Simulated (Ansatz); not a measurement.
# Direct or indirect: PbSe (Fm-3m)

```yaml
crystal:
  lattice:
    - [0.00000, 3.06065, 3.06065]
    - [3.06065, 0.00000, 3.06065]
    - [3.06065, 3.06065, 0.00000]
  atoms:
    - { symbol: Pb, position: [0.00000, 0.00000, 0.00000] }
    - { symbol: Se, position: [0.50000, 0.50000, 0.50000] }
```

Method: Ansatz, PBE, independent particles, without spin-orbit coupling, line width 0.1 eV (Gaussian). The band structure gives a fundamental gap of 0.29 eV. The spectrum of vertical transitions near the edge:

```json
{"E (eV)": "0.00", "Im ε, E ∥ xyz": "0.00"}
{"E (eV)": "0.12", "Im ε, E ∥ xyz": "0.01"}
{"E (eV)": "0.24", "Im ε, E ∥ xyz": "0.26"}
{"E (eV)": "0.36", "Im ε, E ∥ xyz": "1.08"}
{"E (eV)": "0.48", "Im ε, E ∥ xyz": "1.61"}
{"E (eV)": "0.60", "Im ε, E ∥ xyz": "2.02"}
{"E (eV)": "0.72", "Im ε, E ∥ xyz": "2.55"}
{"E (eV)": "0.84", "Im ε, E ∥ xyz": "3.22"}
{"E (eV)": "0.96", "Im ε, E ∥ xyz": "4.05"}
{"E (eV)": "1.08", "Im ε, E ∥ xyz": "5.02"}
{"E (eV)": "1.20", "Im ε, E ∥ xyz": "6.15"}
{"E (eV)": "1.32", "Im ε, E ∥ xyz": "7.57"}
{"E (eV)": "1.44", "Im ε, E ∥ xyz": "9.58"}
{"E (eV)": "1.56", "Im ε, E ∥ xyz": "11.94"}
{"E (eV)": "1.68", "Im ε, E ∥ xyz": "13.59"}
{"E (eV)": "1.80", "Im ε, E ∥ xyz": "16.68"}
```

Question: Is the gap direct or indirect, and about where do vertical transitions set in?

Answer: Direct: the band path has its least direct gap at the fundamental one, 0.29 eV, and the curves rise from there. Lines are broadened by 0.1 eV, which spreads the edge.

[Logs are printed without paths, hosts, clocks, repeated set-up lines and the standing remarks that a program may print on its own settings, such as how far it seeks lower states.]
